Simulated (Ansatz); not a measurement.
# Fitting and testing ρ(T) of LaC2 (I4/mmm)

Aim: condense the phonon-limited resistivity of LaC2 (I4/mmm) into a transport Debye temperature and an amplitude, and test the fit on a temperature held back.

The resistivities were computed with Ansatz 0.2.0 (DFT PBEsol, scalar-relativistic, plane waves, PAW) from the linearised Boltzmann equation with harmonic phonons, on q 3×3×3, k 9×9×9, scattering 16×16×16; the fit below is done by hand on them.

## (1) The data

It takes space group I4/mmm (No. 139, tetragonal). Conventional cell: a = 3.892 Å, b = 3.892 Å, c = 6.530 Å, α = 90.00°, β = 90.00°, γ = 90.00°. La on site a has 10 C at 2.62 to 2.83 Å as nearest neighbours. C on site e is surrounded by 1 C at 1.29 Å and 5 La at 2.62 to 2.83 Å.

This is the relaxed cell of the run, from steps not shown here.

The mean resistivity of the three axes from 50 to 800 K, with one row held back; the colder rows stay outside the fit and test it at the end:

```
T (K)  ρ (μΩ cm)
   50     0.7407
   80      2.126
  100          ?
  150      6.407
  200      9.811
  273      14.74
  300      16.53
  400      23.06
  500      29.51
  600      35.92
  800      48.57
```

## (2) The fit

Bloch and Grüneisen's form is ρ(T) = A (T/Θ)⁵ J₅(Θ/T), with J₅(z) the integral of x⁵/((eˣ − 1)(1 − e⁻ˣ)) from 0 to z. It goes as T⁵ far below Θ and as A T/(4Θ) far above. For a trial Θ the best A is the geometric mean of ρ/[(T/Θ)⁵ J₅] over the rows, and the scatter of that ratio measures the fit:

```
Θ (K)  A (μΩ cm)  scatter (%)
  174      34.34         26.0
  232      49.19         14.8
  260      57.33          9.6
  290      66.84          6.6
  320      77.28          9.7
  362      93.58         18.6
  436      127.8         35.8
```

The scatter is least at Θ = 290 K, with A = 66.84 μΩ cm (6.6 % r.m.s.).

```
T (K)  computed     fit
   50    0.7407  0.6817
   80     2.126   2.405
  150     6.407   7.073
  200     9.811   10.28
  273     14.74   14.79
  300     16.53   16.42
  400     23.06   22.39
  500     29.51   28.28
  600     35.92   34.13
  800     48.57   45.76
```

## (3) The row held back

At T = 100 K, Θ/T = 2.900, J₅ = 11.47 and (T/Θ)⁵ = 0.004875, so the fit gives 3.738 μΩ cm. The computed value is 3.224 μΩ cm: the fit is off by +15.93 %. Outside its range, at 20 K, it gives 0.0129 against 0.0190 μΩ cm computed, 0.68 times that; at that temperature the run's own test moves by 16 % between meshes in the component that moves most. Among the rows used, the largest miss is +13.1 %, at 80 K.

## (4) What the two numbers mean

Θ = 290 K is 1.18 times ħω_log/k_B (246 K) and 0.12 of the highest phonon frequency (2380 K). The high-temperature slope of the fit, A/(4Θ), is 0.0576 μΩ cm/K. The same slope from the run's transport coupling and plasma energy, 2π k_B λ_tr/(ħ ε₀ ω_p²) with λ_tr = 0.503, 0.503, 0.453 (xx, yy, zz) and ħω_p = 5.26, 5.26, 6.33 (xx, yy, zz) eV, is 0.0639 μΩ cm/K in the mean of the axes, +10.9 % from it. For comparison, the computed rows rise by 0.0633 μΩ cm/K between the two hottest.

## (5) Outcome

| Item | Value |
| --- | --- |
| Θ | 290 K |
| A | 66.84 μΩ cm |
| scatter of the fit | 6.6 % |
| held-back row at 100 K, fit against computed | 3.738 against 3.224 μΩ cm |

Two numbers, Θ = 290 K and A = 66.8 μΩ cm, hold the computed ρ(T) from 50 to 800 K within 6.55 % r.m.s. and predict the held-back row within 15.93 %. At 20 K, outside the rows fitted, it gives 0.68 times the computed value. The misses are not random: the largest is +13.1 %, at 80 K. So large a scatter means that the form does not describe this metal. By the run's own test the resistivity at 300 K moves by 10 % between its two finest scattering meshes, in the component that moves most. The mean hides an anisotropy: at 300 K the components are 18.9, 18.9, 11.8 (xx, yy, zz) μΩ cm. Spin–orbit coupling is left out. The relaxed volume lies -2.8 % from the database entry, whose temperature is not recorded here; volume shifts the phonons and ρ. The fit describes the calculation: impurities, thermal expansion, changes of phase and anharmonicity are in neither.

[Logs are printed without paths, hosts, clocks, repeated set-up lines and the standing remarks that a program may print on its own settings, such as how far it seeks lower states.]

[Hosts, paths, dates, database ids (printed as entryN), source tags and the programs' standing remarks are cut or masked in the printed files.]
